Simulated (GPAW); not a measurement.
# W2NCl2 MXene monolayer: work function by functional and basis, part 2 of 2

How far do functional and basis move the work function of W2NCl2 MXene monolayer?

GPAW 26.7.0; GPAW, PAW setups; layer in a repeated cell with vacuum, relaxation of atoms and in-plane cell (the session's first sound run).

So far, upper work function (eV): step 3 (plane waves, PBE) 3.92; step 4 (revPBE) 3.81; step 5 (LDA) 4.21; step 6 (GPAW, PAW setups) 4.41; step 7 (RPBE) 3.81.

### Step 8. OptPBE vdW: xc = "optPBE-vdW"

Level of this step: GPAW, PAW setups; slab in vacuum (GPAW).

The same geometry under optPBE-vdW, to see how far the functional moves the levels against the vacuum (the van der Waals functionals take revPBE setups).

run.py

```python
import json
import numpy as np
from ase import Atoms
from gpaw import GPAW, PW

slab = Atoms(
    ['Cl', 'W', 'N', 'W', 'Cl'],
    positions=[
        [0.00000, 1.69170, 8.00000],
        [1.46506, 0.84586, 9.87600],
        [-0.00000, -0.00000, 11.31508],
        [0.00000, 1.69170, 12.75415],
        [1.46506, 0.84586, 14.63015]],
    cell=[[2.93013, 0.0, 0.0], [-1.46506, 2.53756, 0.0], [0.0, 0.0, 22.6302]],
    pbc=[True, True, False])

slab.calc = GPAW(mode=PW(500), xc='optPBE-vdW', kpts={'size': (12, 12, 1), 'gamma': True},
                 occupations={'name': 'fermi-dirac', 'width': 0.05}, nbands='160%',
                 convergence={'density': 1e-05}, maxiter=200,
                 poissonsolver={'dipolelayer': 'xy'},
                 symmetry={'tolerance': 1e-3}, txt='slab.txt')
result = {}
energy = slab.get_potential_energy()
fermi = slab.calc.get_fermi_level()
v = slab.calc.get_electrostatic_potential().mean((0, 1)) - fermi
n = slab.calc.get_pseudo_density().mean((0, 1))
L = slab.cell[2, 2]
z = np.arange(len(v)) * L / len(v)
low, high = slab.positions[:, 2].min(), slab.positions[:, 2].max()
below, above = np.interp([low - 5.8, high + 5.8], z, v)
slopes = [np.interp(x, z, np.gradient(v, z)) for x in (low - 5.8, high + 5.8)]
eps = np.array([[slab.calc.get_eigenvalues(k, s) for k in range(len(slab.calc.get_ibz_k_points()))]
                for s in range(slab.calc.get_number_of_spins())]) - fermi
top, bottom = eps[eps < 0].max(), eps[eps > 0].min()
dipole = slab.get_dipole_moment()[2]
print(f'energy {energy:.4f} eV, Fermi level {fermi:.4f} eV, dipole {dipole:.5f} e A')
print(f'potential 5.8 A off the faces, from the Fermi level: lower {below:.4f} eV, upper {above:.4f} eV')
print(f'slope of the potential there: lower {slopes[0]:.5f}, upper {slopes[1]:.5f} eV/A')
print(f'nearest levels on the mesh: {top:.4f} and {bottom:.4f} eV')
print('magnetic moment', round(slab.get_magnetic_moment(), 3))
result.update(energy=energy, fermi=fermi, dipole=dipole, below=below, above=above, slopes=slopes, edges=[top, bottom],
              z=z.tolist(), v=v.tolist(), n=n.tolist(), positions=slab.positions.tolist(),
              forces=slab.get_forces(apply_constraint=False).tolist(), moments=slab.get_magnetic_moments().tolist())
json.dump(result, open('result.json', 'w'))
```

Started as:

```
$ OMP_NUM_THREADS=1 OPENBLAS_NUM_THREADS=1 python run.py
```

The log of the run:

```text
energy -81.1908 eV, Fermi level 2.5217 eV, dipole -0.00072 e A
potential 5.8 A off the faces, from the Fermi level: lower 4.1633 eV, upper 4.1839 eV
slope of the potential there: lower -0.00052, upper 0.00052 eV/A
nearest levels on the mesh: -0.0747 and 0.0190 eV
magnetic moment 0.0
```

Run time: 32 s. Hardware: 1 thread of AMD EPYC 9B45 (Zen 5), shared host; peak memory 0.41 GiB.

This step gave:

```
dipole along the normal                    : -7.20e-4 e·Å
levels nearest the Fermi level on the mesh : -0.07475, 0.01895 eV from the Fermi level
upper work function                        : 4.184 eV
lower work function                        : 4.163 eV
```

Electrostatic potential energy of an electron (without an applied field's), less the Fermi level, planar mean against z:

z (Å), electrostatic potential energy of an electron (without an applied field's), less the Fermi level, planar mean (eV) and a bar from the least value:
```
      0.0        4.2 ##############################
      0.5        4.2 ##############################
      1.0        4.2 ##############################
      1.5        4.2 ##############################
      2.0        4.2 ##############################
      2.5        4.2 ##############################
      3.0        4.2 ##############################
      3.5        4.2 ##############################
      4.0        4.2 ##############################
      4.5        4.2 ##############################
      5.0        4.2 ##############################
      5.5        4.1 ##############################
      6.0        4.1 ##############################
      6.5        3.7 ##############################
      7.0        2.1 ############################
      7.5       -6.5 ####################
      8.0      -23.9 ####
      8.5       -8.4 ##################
      9.0       -6.2 ####################
      9.5      -20.2 #######
     10.0      -27.6 
     10.5      -11.8 ###############
     11.0       -8.3 ##################
     11.5      -11.3 ###############
     12.0       -8.7 ##################
     12.5      -24.3 ###
     13.0      -24.6 ###
     13.5       -8.5 ##################
     14.0       -5.9 #####################
     14.5      -21.9 #####
     15.0      -11.4 ###############
     15.5        0.9 ###########################
     16.0        3.5 #############################
     16.5        4.0 ##############################
     17.0        4.2 ##############################
     17.5        4.2 ##############################
     18.0        4.2 ##############################
     18.5        4.2 ##############################
     19.0        4.2 ##############################
     19.5        4.2 ##############################
     20.0        4.2 ##############################
     20.5        4.2 ##############################
     21.0        4.2 ##############################
     21.5        4.2 ##############################
     22.0        4.2 ##############################
     22.5        4.2 ##############################
```

The upper face's work function is 4.184 eV, against 3.923 eV in the first plane-wave PBE run at this geometry.

### Step 9. Real-space grid: mode = "fd"

A real-space grid is a second complete basis, so it checks the plane-wave result.

Changes to run.py since step 8:

```diff
@@ -3,3 +3,3 @@
 from ase import Atoms
-from gpaw import GPAW, PW
+from gpaw import GPAW
 
@@ -16,3 +16,3 @@
 
-slab.calc = GPAW(mode=PW(500), xc='optPBE-vdW', kpts={'size': (12, 12, 1), 'gamma': True},
+slab.calc = GPAW(mode='fd', h=0.18, xc='PBE', kpts={'size': (12, 12, 1), 'gamma': True},
                  occupations={'name': 'fermi-dirac', 'width': 0.05}, nbands='160%',
```

The log of the run:

```text
energy -35.1680 eV, Fermi level -3.9088 eV, dipole -0.00079 e A
potential 5.8 A off the faces, from the Fermi level: lower 3.8985 eV, upper 3.9191 eV
slope of the potential there: lower -0.00001, upper 0.00001 eV/A
nearest levels on the mesh: -0.0720 and 0.0063 eV
magnetic moment 0.0
```

Elapsed: 1.9 min, on 1 thread; peak memory 0.73 GiB.

Numbers from this step:

* dipole along the normal: -7.94e-4 e·Å
* levels nearest the Fermi level on the mesh: -0.07201, 0.006333 eV from the Fermi level
* upper work function: 3.919 eV
* lower work function: 3.899 eV

The upper face's work function is 3.919 eV, against 3.923 eV in the first plane-wave PBE run at this geometry.

### Step 10. Atomic orbitals: mode = "lcao"

Atom-centred orbitals end a few angstrom from the surface, which tests how much the density's tail matters.

Changes to run.py since step 9:

```diff
@@ -16,4 +16,4 @@
 
-slab.calc = GPAW(mode='fd', h=0.18, xc='PBE', kpts={'size': (12, 12, 1), 'gamma': True},
-                 occupations={'name': 'fermi-dirac', 'width': 0.05}, nbands='160%',
+slab.calc = GPAW(mode='lcao', basis='dzp', h=0.18, xc='PBE', kpts={'size': (12, 12, 1), 'gamma': True},
+                 occupations={'name': 'fermi-dirac', 'width': 0.05}, nbands='120%',
                  convergence={'density': 1e-05}, maxiter=200,
```

The log of the run:

```text
energy -33.5584 eV, Fermi level -3.9188 eV, dipole -0.00079 e A
potential 5.8 A off the faces, from the Fermi level: lower 3.9085 eV, upper 3.9291 eV
slope of the potential there: lower 0.00000, upper 0.00000 eV/A
nearest levels on the mesh: -0.0730 and 0.0198 eV
magnetic moment 0.0
```

Wall time 3.1 min (1 thread); peak memory 0.33 GiB.

Numbers from this step:

| Item | Value |
| --- | --- |
| levels nearest the Fermi level on the mesh | -0.07296, 0.01980 eV from the Fermi level |
| upper work function | 3.929 eV |
| lower work function | 3.909 eV |

The electrostatic potential energy of an electron (without an applied field's), less the Fermi level, planar mean oscillates, so the rows of the table below give means over windows of 2.1 Å about each position, cut where the curve ends. Its maxima inside the range that stand out by 2 % of the span (Å: eV): 8.8: -4.92, 10.9: -6.85, 11.8: -6.84, 13.9: -4.91. Its minima: 8.0: -24.0, 9.9: -28.9, 11.3: -14.5, 12.8: -28.9, 14.6: -24.0.

Electrostatic potential energy of an electron (without an applied field's), less the Fermi level, planar mean against z; means over each step:

z (Å), electrostatic potential energy of an electron (without an applied field's), less the Fermi level, planar mean (eV) and a bar from the least value:
```
     1.05        3.9 ##############################
     3.15        3.9 ##############################
     5.25        3.9 ##############################
     7.35       -6.7 ##############
     9.45      -15.9 
    11.55      -11.9 ######
    13.65      -15.9 
    15.75       -1.5 ######################
    17.85        3.9 ##############################
    19.95        3.9 ##############################
    22.05        3.9 ##############################
```

The upper face's work function is 3.929 eV, against 3.923 eV in the first plane-wave PBE run at this geometry.

### Step 11. Cost and result by level

Times are for 1 thread of AMD EPYC 9B45 (Zen 5), shared host. The series side by side:

```csv
no.,run,upper work function (eV),lower work function (eV),time,memory (GiB)
1,pw,3.923,3.903,24 s,0.25
2,revPBE,3.807,3.787,24 s,0.25
3,LDA,4.210,4.190,23 s,0.25
4,vdW DF2,4.409,4.389,1.8 min,0.41
5,RPBE,3.811,3.790,24 s,0.25
6,optPBE vdW,4.184,4.163,32 s,0.41
7,fd,3.919,3.899,1.9 min,0.73
8,lcao,3.929,3.909,3.1 min,0.33
```

### Step 12. Side by side

Results and costs are gathered.

This step: comparison of work functions, dipole and cost (GPAW 26.7.0).

Ladder, by row:

```csv
step,code,"work function, upper (eV)","work function, lower (eV)",dipole (e Å),wall time (s),peak memory (GiB),threads
pw,GPAW,3.923,3.903,-7.22e-4,24.4,0.25,1
revPBE,GPAW,3.807,3.787,-7.21e-4,23.79,0.25,1
LDA,GPAW,4.21,4.19,-7.22e-4,23.02,0.25,1
vdW-DF2,GPAW,4.409,4.389,-7.20e-4,105.8,0.41,1
RPBE,GPAW,3.811,3.79,-7.21e-4,23.61,0.25,1
optPBE-vdW,GPAW,4.184,4.163,-7.20e-4,31.52,0.41,1
fd,GPAW,3.919,3.899,-7.94e-4,116.6,0.73,1
lcao,GPAW,3.929,3.909,-7.94e-4,185.5,0.33,1
```

### Step 13. Outcome

| Property | Result |
| --- | --- |
| work function, upper and lower face | 3.923 and 3.903 eV |
| dipole along the normal | -7.2e-4 e Å |

What this shows: With plane waves and PBE the work function is 3.92 eV on the upper face and 3.90 eV on the lower. Over the sound runs of the table the upper face's work function spans 3.807 (revPBE) to 4.409 eV (vdW-DF2). The starting lattice was a guess from atomic radii; the relaxation moved it by -4 %. The small printed dipole stands for a step of 18 meV from the lower to the upper face, and the probes find 21 meV; values this small are near the numerical noise of both. The cell holds an odd number of electrons, so without spin polarisation it must come out metallic and without a moment, whatever its true state. The layer's cell and atoms come from the relaxation; spin-orbit coupling and temperature are left out.

[Logs are printed without paths, hosts, clocks, repeated set-up lines and the standing remarks that a program may print on its own settings, such as how far it seeks lower states.]

[Hosts, paths, dates, database ids (printed as entryN), source tags and the programs' standing remarks are cut or masked in the printed files.]
